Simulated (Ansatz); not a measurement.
# Lattice dynamics of WS2 monolayer (2H)

Wanted: phonon frequencies of WS2 monolayer (2H) and what follows from them.

Calculated with Ansatz 0.2.0; DFT PBEsol, scalar-relativistic, plane waves, PAW; PAW set soft_1.

### Step 1. Set-up

The cell holds 3 atoms: 1 W and 2 S. Its edges and angles: a = 3.170 Å, b = 3.170 Å, c = 20.000 Å, α = 90.0°, β = 90.0°, γ = 120.0°. It derives from WS2. Vacuum lies along c.

### Step 2. Bringing the structure to rest

Harmonic phonons are second derivatives at a point where the forces vanish, and they are wanted at zero stress, so atoms and cell are relaxed first.

The program solves this slab on a cell height of its own, 30.0 Å, in place of the one typed.

input.yaml reads:

```yaml
crystal:
  lattice:
    - [3.17, 0.0, 0.0]
    - [-1.585, 2.7453, 0.0]
    - [0.0, 0.0, 20.0]
  atoms:
    - { symbol: W, position: [0.333333, 0.666667, 0.5] }
    - { symbol: S, position: [0.666667, 0.333333, 0.5775] }
    - { symbol: S, position: [0.666667, 0.333333, 0.4225] }
  periodic: [true, true, false]
kpoints:
  mp_grid: { grid: [12, 12, 1] }
hamiltonian:
  xc: pbesol
  pseudopotentials: { kind: paw, azcp: { folder: soft_1 }, xc_functional: pbe }
scf:
  occupations: { method: gaussian, width: 0.02 }
output:
  forces: true
  stress: true
  eigenvalues: true
  write_density: true
  write_potential: true
  elf: true
  volumetric_format: npy
relax:
  adjacent_minimum: "off"
  f_tol: 0.005
  max_steps: 80
  cell: { stress_2d_tol: 0.02 }
```

Launch:

```bash
$ ansatz run input.yaml --threads 4 --pin off --max-ram 16384MiB --backend cpu --events-out ev --progress --plain --runs-dir out
```

Numbers of over 12 decimals in the logs are rounded to 6 here.

The program printed:

```text
Warning: crystal.periodic: the lattice vector that does not repeat stood 0.000° off the slab's normal, 20.000 Å along it as the deck builds it. The run solves the slab on a vector along the normal, 30.000 Å long, with every atom where it was (on the deck's vector they left 16.90 Å outside them, and the widest stretch free of ions among them is 1.55 Å). A fractional position that the run reports is one of the run's ce [...]
Warning: the atoms were moved onto the symmetric positions of the space group found under crystal.symmetry.tolerance 1.0e-5 (fractional; no operation is sought that the atoms, as they stand in a round, miss by more than twice it, and no atom is moved by as much as it), and the run uses the moved positions. Before a round's move an operation carried an atom to 4.23e-6 Å from where it should land, the largest such dist [...]
crystal.periodic: the lattice vector that does not repeat stood 0.000° off the slab's normal, 20.000 Å along it as the deck builds it. The run solves the slab on a vector along the normal, 30.000 Å long, with every atom where it was (on the deck's vector they left 16.90 Å outside them, and the widest stretch free of ions among them is 1.55 Å). A fractional position that the run reports is one of the run's cell, which [...]
Engine: ansatz 0.2.0, aarch64-unknown-linux-gnu
Pseudopotentials: kind: paw
Pseudopotential: W, paw, valence charge 14, recommended cutoff 420 eV (normal), soft_1/W.paw.azcp
Pseudopotential: S, paw, valence charge 6, recommended cutoff 420 eV (normal), soft_1/S.paw.azcp
Functional definition: PBEsol
  exchange = pbesol_x
  correlation = pbesol_c
Crystal: 3 atoms, lattice volume = 261.078 Å³
Basis set: ecut = 420 eV, 5057 PW (Γ), exchange–correlation on 48×48×432 points (8 copies of the dense FFT grid, shifted against one another)
Bands: 17, of which v1, the nominal top of the filled ones, is band 13 counted from 1 (12 counted from 0)
Symmetry: 12 space group operations
Space group: P-6m2 (ITA 187), of the structure as read, at distance tolerance 6.4e-5 Å
k-points: 19 of 144 (time reversal used)
Non-local potential: W, projectors of the file, l = 0: 3, l = 1: 2, l = 2: 2, l = 3: 1
Non-local potential: S, projectors of the file, l = 0: 2, l = 1: 2, l = 2: 1
PAW form: soft (Blöchl's): semilocal exchange-correlation on the pseudo side does not see the compensation charge
PAW frozen core: W, regenerated for the run's functional, and the local potential with it (the file was generated under x = pbe(κ = 0.804, μ = 0.219515), c = pbe(β = 0.066725))
PAW frozen core: S, regenerated for the run's functional, and the local potential with it (the file was generated under x = pbe(κ = 0.804, μ = 0.219515), c = pbe(β = 0.066725))
PAW one-centre angular grid: W, 590 points (default); XC on 64 Gauss nodes
PAW one-centre angular grid: S, 110 points (default); XC on 64 Gauss nodes
Initial density: superposition of atomic densities (neutral atoms: chi_scale 0, normalization atom)
Initial wavefunctions: pseudopotential atomic-orbital guess
Functional: x = pbesol(κ = 0.804, μ = 0.123457), c = pbesol(β = 0.046)
SCF iter   1: F=—  HF=-12030.494243 eV  |F-HF|=—  |Δ(HF+E_count)|=         —  Δρ=2.06e-2  dr2=1.27e0  ethr=3.10e-3  ⟨swp⟩=19.1  Hψ=3919  notcnv=0
preconditioner: auto → none  [insulator: Δε(μ)=1.611 eV  Ē_g=9.109 eV  σ=0.020 eV  W_gap=1.00  n_scr=16 (ndim 8)  ℏωp=9.8 eV  f_vac=0.761  D(μ)=0.00/eV (n_scr^D=0)  ε∞_Penn≈2.1]
SCF iter   2: F=—  HF=-12030.089994 eV  |F-HF|=—  |Δ(HF+E_count)|=   4.04e-1  Δρ=8.16e-3  dr2=9.95e-2  ethr=3.10e-3  ⟨swp⟩=4.7  Hψ=1008  notcnv=0
SCF iter   3: F=—  HF=-12030.071983 eV  |F-HF|=—  |Δ(HF+E_count)|=   1.80e-2  Δρ=4.15e-3  dr2=5.23e-2  ethr=3.83e-4  ⟨swp⟩=3.4  Hψ=784  notcnv=0
SCF iter   4: F=—  HF=-12030.085056 eV  |F-HF|=—  |Δ(HF+E_count)|=   1.31e-2  Δρ=3.65e-3  dr2=1.35e-1  ethr=2.01e-4  ⟨swp⟩=4.8  Hψ=871  notcnv=0  recentre
SCF iter   5: F=—  HF=-12030.063024 eV  |F-HF|=—  |Δ(HF+E_count)|=   2.20e-2  Δρ=9.83e-4  dr2=2.47e-3  ethr=2.01e-4  ⟨swp⟩=4.5  Hψ=812  notcnv=0
SCF iter   6: F=—  HF=-12030.062899 eV  |F-HF|=—  |Δ(HF+E_count)|=   1.25e-4  Δρ=1.90e-4  dr2=2.13e-4  ethr=9.48e-6  ⟨swp⟩=3.5  Hψ=737  notcnv=0
SCF iter   7: F=—  HF=-12030.062868 eV  |F-HF|=—  |Δ(HF+E_count)|=   3.13e-5  Δρ=5.68e-5  dr2=1.40e-5  ethr=8.18e-7  ⟨swp⟩=2.8  Hψ=622  notcnv=0
SCF iter   8: F=—  HF=-12030.062859 eV  |F-HF|=—  |Δ(HF+E_count)|=   8.32e-6  Δρ=6.85e-6  dr2=1.07e-7  ethr=3.85e-10  ⟨swp⟩=21.1  Hψ=4682  notcnv=0
SCF iter   9: F=-12030.062859 eV  HF=-12030.062859 eV  |F-HF|=1.57e-8  |Δ(HF+E_count)|=   2.05e-8  Δρ=2.27e-6  dr2=2.03e-8  ethr=3.85e-10  ⟨swp⟩=13.3  Hψ=2770  notcnv=0
SCF 1 converged in 9 iterations: F = -12030.062859 eV  dr2 = 2.03e-8
  greatest PAW one-centre occupation: 0.999 electrons in one spin orbital (limit 2), on the W atom at site 0 (counted from 0), in its partial waves of l = 0
relax step   1: F+E_penalty+E_count = -12030.06285940 eV  Δ(F+E_penalty+E_count) = +0.000e0 eV  max|allowed force component| = 1.663e-1 eV/Å  Δτ_max = 0.0000 Å  P = -1.036 N/m  Ω = 261.078 Å³  fix = [c, alpha, beta]  reactions: c -0.000 N/m  (9 SCF iters, dr2 threshold 1.00e-7 eV, accepted)
Crystal: 3 atoms, lattice volume = 254.493 Å³
Basis set: ecut = 420 eV, 4925 PW (Γ), exchange–correlation on 48×48×432 points (8 copies of the dense FFT grid, shifted against one another)
Initial density: handed on by an earlier stage of this run
Initial wavefunctions: those handed on with the density
iter 1 solved again at ethr=1.94e-5 eV; its pass at ethr=3.10e-3 eV (dr2=5.03e-3 eV) is discarded
SCF iter   1: F=—  HF=-12030.066981 eV  |F-HF|=—  |Δ(HF+E_count)|=         —  Δρ=1.23e-3  dr2=5.34e-3  ethr=1.94e-5  ⟨swp⟩=4.4  Hψ=3888  notcnv=0
preconditioner: auto → none  [insulator: Δε(μ)=1.969 eV  Ē_g=8.855 eV  σ=0.020 eV  W_gap=1.00  n_scr=16 (ndim 8)  ℏωp=9.9 eV  f_vac=0.764  D(μ)=0.00/eV (n_scr^D=0)  ε∞_Penn≈2.2]
SCF iter   2: F=—  HF=-12030.066417 eV  |F-HF|=—  |Δ(HF+E_count)|=   5.63e-4  Δρ=9.06e-4  dr2=6.14e-3  ethr=1.94e-5  ⟨swp⟩=3.7  Hψ=734  notcnv=0
SCF iter   3: F=—  HF=-12030.065819 eV  |F-HF|=—  |Δ(HF+E_count)|=   5.99e-4  Δρ=5.51e-4  dr2=2.20e-3  ethr=1.94e-5  ⟨swp⟩=3.8  Hψ=745  notcnv=0
SCF iter   4: F=—  HF=-12030.065499 eV  |F-HF|=—  |Δ(HF+E_count)|=   3.19e-4  Δρ=2.78e-4  dr2=4.53e-4  ethr=8.46e-6  ⟨swp⟩=1.5  Hψ=373  notcnv=0
SCF iter   5: F=—  HF=-12030.065465 eV  |F-HF|=—  |Δ(HF+E_count)|=   3.42e-5  Δρ=6.42e-5  dr2=7.00e-6  ethr=1.74e-6  ⟨swp⟩=3.0  Hψ=564  notcnv=0
SCF iter   6: F=—  HF=-12030.065467 eV  |F-HF|=—  |Δ(HF+E_count)|=   1.69e-6  Δρ=1.97e-5  dr2=1.26e-6  ethr=2.69e-8  ⟨swp⟩=3.7  Hψ=770  notcnv=0
SCF iter   7: F=-12030.065467 eV  HF=-12030.065467 eV  |F-HF|=1.50e-7  |Δ(HF+E_count)|=   9.51e-8  Δρ=7.06e-6  dr2=1.88e-7  ethr=1.15e-9  ⟨swp⟩=20.7  Hψ=3913  notcnv=0
SCF 2 converged in 7 iterations: F = -12030.065467 eV  dr2 = 1.88e-7
relax step   2: F+E_penalty+E_count = -12030.06546651 eV  Δ(F+E_penalty+E_count) = -2.607e-3 eV  max|allowed force component| = 2.153e-1 eV/Å  Δτ_max = 0.0334 Å  P = +0.503 N/m  Ω = 254.493 Å³  energy of the carried Pulay correction = +4.425e-4 eV  fix = [c, alpha, beta]  reactions: c +0.000 N/m  (7 SCF iters, dr2 threshold 3.00e-7 eV, accepted)
Crystal: 3 atoms, lattice volume = 257.223 Å³
Basis set: ecut = 420 eV, 4961 PW (Γ), exchange–correlation on 48×48×432 points (8 copies of the dense FFT grid, shifted against one another)
iter 1 solved again at ethr=4.11e-6 eV; its pass at ethr=3.10e-3 eV (dr2=1.07e-3 eV) is discarded
SCF iter   1: F=—  HF=-12030.070520 eV  |F-HF|=—  |Δ(HF+E_count)|=         —  Δρ=5.88e-4  dr2=9.46e-4  ethr=4.11e-6  ⟨swp⟩=4.5  Hψ=3742  notcnv=0
preconditioner: auto → none  [insulator: Δε(μ)=1.930 eV  Ē_g=8.848 eV  σ=0.020 eV  W_gap=1.00  n_scr=16 (ndim 8)  ℏωp=9.8 eV  f_vac=0.766  D(μ)=0.00/eV (n_scr^D=0)  ε∞_Penn≈2.2]
SCF iter   2: F=—  HF=-12030.070286 eV  |F-HF|=—  |Δ(HF+E_count)|=   2.35e-4  Δρ=2.96e-4  dr2=3.99e-4  ethr=3.64e-6  ⟨swp⟩=3.0  Hψ=545  notcnv=0
SCF iter   3: F=—  HF=-12030.070328 eV  |F-HF|=—  |Δ(HF+E_count)|=   4.20e-5  Δρ=2.68e-4  dr2=6.61e-4  ethr=1.53e-6  ⟨swp⟩=3.5  Hψ=670  notcnv=0
SCF iter   4: F=—  HF=-12030.070223 eV  |F-HF|=—  |Δ(HF+E_count)|=   1.04e-4  Δρ=9.08e-5  dr2=1.12e-5  ethr=1.53e-6  ⟨swp⟩=2.4  Hψ=478  notcnv=0
SCF iter   5: F=—  HF=-12030.070217 eV  |F-HF|=—  |Δ(HF+E_count)|=   6.33e-6  Δρ=1.98e-5  dr2=7.55e-7  ethr=4.31e-8  ⟨swp⟩=3.9  Hψ=799  notcnv=0
SCF iter   6: F=-12030.070217 eV  HF=-12030.070217 eV  |F-HF|=3.75e-8  |Δ(HF+E_count)|=   4.51e-8  Δρ=3.47e-6  dr2=4.77e-8  ethr=1.15e-9  ⟨swp⟩=20.6  Hψ=3968  notcnv=0
SCF 3 converged in 6 iterations: F = -12030.070217 eV  dr2 = 4.77e-8
relax step   3: F+E_penalty+E_count = -12030.07021692 eV  Δ(F+E_penalty+E_count) = -4.750e-3 eV  max|allowed force component| = 9.977e-3 eV/Å  Δτ_max = 0.0163 Å  P = -0.058 N/m  Ω = 257.223 Å³  energy of the carried Pulay correction = +2.578e-4 eV  fix = [c, alpha, beta]  reactions: c -0.000 N/m  (6 SCF iters, dr2 threshold 3.00e-7 eV, accepted)
[...]
relax step   4: F+E_penalty+E_count = -12030.07023152 eV  Δ(F+E_penalty+E_count) = -1.460e-5 eV  max|allowed force component| = 1.140e-3 eV/Å  Δτ_max = 0.0002 Å  P = -0.007 N/m  Ω = 257.135 Å³  energy of the carried Pulay correction = +2.637e-4 eV  fix = [c, alpha, beta]  reactions: c -0.000 N/m  (5 SCF iters, dr2 threshold 6.22e-9 eV, accepted)
Initial wavefunctions: pseudopotential atomic-orbital guess (no wavefunctions were taken with the density)
iter 1 solved again at ethr=4.18e-7 eV; its pass at ethr=3.10e-3 eV (dr2=1.09e-4 eV) is discarded
SCF iter   1: F=—  HF=-12030.069994 eV  |F-HF|=—  |Δ(HF+E_count)|=         —  Δρ=1.16e-5  dr2=5.29e-8  ethr=4.18e-7  ⟨swp⟩=6.6  Hψ=5452  notcnv=0
eigensolver tolerance schedule: the retry pair's looser diagonalisation over-reported the residual by 2055.26 of it (diagonalisation noise at 0.38 of the residual, at the tolerance the schedule requests for it); recorded, not acted on — ethr = c·dr2/N_el stays at c = 1.0e-1
preconditioner: auto → none  [insulator: Δε(μ)=1.937 eV  Ē_g=8.854 eV  σ=0.020 eV  W_gap=1.00  n_scr=16 (ndim 8)  ℏωp=9.8 eV  f_vac=0.766  D(μ)=0.00/eV (n_scr^D=0)  ε∞_Penn≈2.2]
SCF iter   2: F=—  HF=-12030.069988 eV  |F-HF|=—  |Δ(HF+E_count)|=   5.81e-6  Δρ=5.85e-6  dr2=3.74e-8  ethr=2.03e-10  ⟨swp⟩=5.9  Hψ=1191  notcnv=0
SCF iter   3: F=—  HF=-12030.069988 eV  |F-HF|=—  |Δ(HF+E_count)|=   2.04e-8  Δρ=4.00e-6  dr2=8.91e-8  ethr=1.44e-10  ⟨swp⟩=3.8  Hψ=728  notcnv=0  recentre
SCF iter   4: F=—  HF=-12030.069988 eV  |F-HF|=—  |Δ(HF+E_count)|=   1.04e-8  Δρ=1.17e-6  dr2=1.38e-9  ethr=1.44e-10  ⟨swp⟩=3.3  Hψ=569  notcnv=0
SCF iter   5: F=—  HF=-12030.069988 eV  |F-HF|=—  |Δ(HF+E_count)|=  5.66e-10  Δρ=2.69e-7  dr2=1.26e-10  ethr=5.32e-12  ⟨swp⟩=3.7  Hψ=744  notcnv=0
SCF iter   6: F=—  HF=-12030.069988 eV  |F-HF|=—  |Δ(HF+E_count)|=  2.73e-11  Δρ=8.39e-8  dr2=3.29e-11  ethr=1.00e-12  ⟨swp⟩=3.3  Hψ=627  notcnv=0
SCF iter   7: F=—  HF=-12030.069988 eV  |F-HF|=—  |Δ(HF+E_count)|=  5.46e-12  Δρ=4.10e-8  dr2=1.07e-11  ethr=1.00e-12  ⟨swp⟩=1.2  Hψ=342  notcnv=0
SCF iter   8: F=-12030.069988 eV  HF=-12030.069988 eV  |F-HF|=5.46e-12  |Δ(HF+E_count)|=  2.00e-11  Δρ=1.17e-8  dr2=2.29e-13  ethr=1.00e-12  ⟨swp⟩=10.7  Hψ=2464  notcnv=0
SCF 5 converged in 8 iterations: F = -12030.069988 eV  dr2 = 2.29e-13
relax step   5: F+E_penalty+E_count = -12030.06998814 eV  Δ(F+E_penalty+E_count) = +2.434e-4 eV  max|allowed force component| = 1.033e-3 eV/Å  Δτ_max = 0.0000 Å  P = -0.010 N/m  Ω = 257.135 Å³  fix = [c, alpha, beta]  reactions: c -0.000 N/m  stress off target by 9.65e-3 N/m on what of the cell is left free  SCF on the basis re-selected at this cell (its energy is not comparable with the rows above)  (8 SCF iters)
basis re-selected at this cell: Δ(F+E_penalty+E_count) = +2.434e-4 eV, ΔP = -0.002 N/m vs the last step (what re-selecting the basis moved, of the pressure what is left beyond the Pulay correction that the steps carried, after the strain that the cell walked since its last selection, with what the two solves' SCF thresholds leave and, on support functions, any second-order correction that the steps lacked; it is no m [...]
WARN: The input density's exchange-correlation potential varies sharply where the density is thin. Do not read a vacuum level from v_tot or v_xc, or from such a field of the output density. On a cell that repeats whose density bears no net charge and no dipole along the vacuum's axis use v_es (v_loc + v_h of the components); under efield.dipole_correction with no amplitude use v_es + v_field, which holds any external [...]
SCF converged after 8 iterations
Free energy (F): -12030.069988 eV
Harris-Foulkes:  -12030.069988 eV  (|F-HF|=5.46e-12)
Internal energy: -12030.069988 eV  (E = F + TS)
E sigma→0 (E₀):  -12030.069988 eV
Fermi energy:    -4.770369 eV
--- Per-component energies (eV) ---
  E_band       = -623.223908
  E_kinetic    = 634.938724
  E_local      = -44839.213752  (includes V_loc(G=0)·N_el)
  E_nonlocal   = 46.825636
  E_hartree    = 22057.555980
  E_xc         = -442.731191
  E_vxc        = -397.333916  (∫ρ·V_xc dr)
  E_paw        = -9635.711895  (= ΣΔE_a)
  E_vpaw       = -183.552683  (= ΣTr[D̂ρ^β])
  E_aug_tail   = 0.000155  (compensation charges beyond the density's cutoff)
  E_ewald      = 20147.920599
  E_core_change = 0.345757  (= ΣΔE_core)
  E_smearing   = -0.000000  (= −TS)
  E_closure    = 0.000000  (closes the sum)
  Σ components = -12030.069988   (vs F -12030.069988, Δ=0.00e0)
--- Forces (eV/Å), atoms counted from 1 ---
  atom   1  W      0.00000000     0.00000000     0.00000000
  atom   2  S      0.00000000    -0.00000000    -0.00103308
  atom   3  S     -0.00000000    -0.00000000     0.00103308
  max |Σ_I F_I| component: 1.05e-16 eV/Å
--- 2D stress c σ (N/m, compression-positive) ---
       -0.009650      -0.000000      -0.000000
        0.000000      -0.009650       0.000000
       -0.000000       0.000000      -0.000000
  P = ½ c Tr σ = -0.0096 N/m
--- Band table (eV; the first three rows and the last of 19) ---
  k-point 0: bands = [... 9 lower, -7.9205, -7.3088, -7.3088, -5.8637, -2.7486, -2.7486, -2.5713, -2.5713]
  k-point 1: bands = [... 9 lower, -8.3142, -7.4982, -7.1241, -5.9127, -2.8842, -2.8596, -2.6820, -2.5247]
  k-point 2: bands = [... 9 lower, -8.1451, -7.9377, -7.1266, -6.1593, -3.3431, -2.9197, -2.8546, -2.0145]
  k-point 18: bands = [... 9 lower, -9.6374, -9.0469, -8.1387, -5.7387, -3.8021, -2.4333, -1.5719, 0.0298]
--- Relaxed structure (4 steps of the walk, 4 accepted, 1 SCFs on fresh bases) ---
  F+E_penalty+E_count = -12030.06998814 eV   max|allowed force component| = 1.033e-3 eV/Å   (the final SCF, on the basis selected at the relaxed cell)
  cell:  # Å, volume = 257.1350 Å³
    - [3.145970, 0, 0]
    - [-1.572985, 2.724490, 0]
    - [0, 0, 30.0]
  atoms:
    - { symbol: W, position: [0.333333, 0.666667, 0.333333] }
    - { symbol: S, position: [0.666667, 0.333333, 0.385562] }
    - { symbol: S, position: [0.666667, 0.333333, 0.281104] }
```

It took 17 s on 4 threads of Arm Neoverse V1, shared host; peak memory 0.55 GiB; 65 s of CPU time.

The steps of the relaxation:

| step | energy less that of the first step (eV) | largest force component (eV/Å) | volume (Å³) |
| --- | --- | --- | --- |
| 1 | 0.0000 | 0.1663 | 261.08 |
| 2 | -0.0026 | 0.2153 | 254.49 |
| 3 | -0.0074 | 0.0100 | 257.22 |
| 4 | -0.0074 | 0.0011 | 257.13 |
| 5* | -0.0071 | 0.0010 | 257.13 |

Relaxation steps marked * repeat the geometry before them on a plane-wave basis chosen anew for their cell, so energy and pressure can jump there.

The run keeps the 12 symmetry operations that it works with, so distortions that break them were not tested.

| cell as run | before | after | change |
| --- | --- | --- | --- |
| a (Å) | 3.170 | 3.146 | -0.8 % |
| b (Å) | 3.170 | 3.146 | -0.8 % |

The atoms that moved most (Å, along periodic axes as changes of fractional coordinates times the final cell, across vacuum about the mean position):

| atom | dx | dy | dz | length |
| --- | --- | --- | --- | --- |
| S2 | 0.000 | 0.000 | 0.017 | 0.017 |
| S3 | 0.000 | 0.000 | -0.017 | 0.017 |

The relaxed structure:

```xyz
3
Lattice="3.1460 0.0000 0.0000 -1.5730 2.7245 0.0000 0.0000 0.0000 30.0000" Properties=species:S:1:pos:R:3
W     0.0000    1.8163   10.0000
S     1.5730    0.9082   11.5669
S     1.5730    0.9082    8.4331
```

This step gave:

* gap on the k-mesh: 1.937 eV
* direct gap on mesh: 1.937 eV
* area per atom: 2.857 Å²

Valence density in the ac plane at fractional y = 0.333, with atoms of S within 0.2 Å of it. It is the smooth field of the valence electrons, not physical close to the nuclei.

Ten even steps from '_' (0.0 e/Å³) to '@' (1.0 e/Å³), each cell a mean:
```
________________________________
________________________________
________________________________
________________________________
________________________________
________________________________
________________________________
________________________________
________________________________
________________________________
________________________________
________________________________
________________________________
________________............____
--::......::++##@@@@####%%@@%%++
====++++++====++++********++++==
============++**####****####**++
::........::==**%%%%####%%%%##++
________________________________
________________________________
________________________________
________________________________
________________________________
________________________________
```
Columns run along a (3.1 Å), rows up along c (30.0 Å). Atoms in or near the plane, at fractional coordinates: S at (0.67, 0.39), S at (0.67, 0.28).

ELF in the ac plane at fractional y = 0.333, with atoms of S within 0.2 Å of it. It is the smooth field of the valence electrons, not physical close to the nuclei.

Ten even steps from '0' (0.00) to '9' (0.84), each cell a mean:
```
0000000000000000
0000000000000000
0000000000000000
0000000000000000
0000000000000000
0000000000000000
0000000000000000
0000000000000000
0000000000000000
0000000000000000
0000000000000000
0000000000000000
0000000001111000
3000024689999875
8411379986445899
3322334565555654
4322345676555676
7411369997556899
2000013577888764
0000000000000000
0000000000000000
0000000000000000
0000000000000000
0000000000000000
```
Columns run along a (3.1 Å), rows up along c (30.0 Å). Atoms in or near the plane, at fractional coordinates: S at (0.67, 0.39), S at (0.67, 0.28).

Electrostatic potential energy in the ac plane at fractional y = 0.333, with atoms of S within 0.2 Å of it. With pseudopotentials it is smooth inside the atoms' cores, unlike the true potential.

Ten even steps from '_' (-35 eV) to '@' (0 eV), each cell a mean:
```
@@@@@@@@@@@@@@@@@@@@@@@@@@@@@@@@
@@@@@@@@@@@@@@@@@@@@@@@@@@@@@@@@
@@@@@@@@@@@@@@@@@@@@@@@@@@@@@@@@
@@@@@@@@@@@@@@@@@@@@@@@@@@@@@@@@
@@@@@@@@@@@@@@@@@@@@@@@@@@@@@@@@
@@@@@@@@@@@@@@@@@@@@@@@@@@@@@@@@
@@@@@@@@@@@@@@@@@@@@@@@@@@@@@@@@
@@@@@@@@@@@@@@@@@@@@@@@@@@@@@@@@
@@@@@@@@@@@@@@@@@@@@@@@@@@@@@@@@
@@@@@@@@@@@@@@@@@@@@@@@@@@@@@@@@
@@@@@@@@@@@@@@@@@@@@@@@@@@@@@@@@
@@@@@@@@@@@@@@@@@@@@@@@@@@@@@@@@
@@@@@@@@@@@@@@@@@@@@@@@@@@@@@@@@
@@@@@@@@@@@@@@@@@@@@@@%%@@@@@@@@
%%%%@@@@@@%%**--____________::**
**++++==++********++++++++++****
****************====----====++**
%%@@@@@@@@%%##==::..........--**
@@@@@@@@@@@@@@@@@@@@@@@@@@@@@@@@
@@@@@@@@@@@@@@@@@@@@@@@@@@@@@@@@
@@@@@@@@@@@@@@@@@@@@@@@@@@@@@@@@
@@@@@@@@@@@@@@@@@@@@@@@@@@@@@@@@
@@@@@@@@@@@@@@@@@@@@@@@@@@@@@@@@
@@@@@@@@@@@@@@@@@@@@@@@@@@@@@@@@
```
Columns run along a (3.1 Å; values clipped at the 3rd and 97th percentile), rows up along c (30.0 Å). Atoms in or near the plane, at fractional coordinates: S at (0.67, 0.39), S at (0.67, 0.28).

[end of part 1 of 3]

[Logs are printed without paths, hosts, clocks, repeated set-up lines and the standing remarks that a program may print on its own settings, such as how far it seeks lower states.]

[Hosts, paths, dates, database ids (printed as entryN), source tags and the programs' standing remarks are cut or masked in the printed files.]
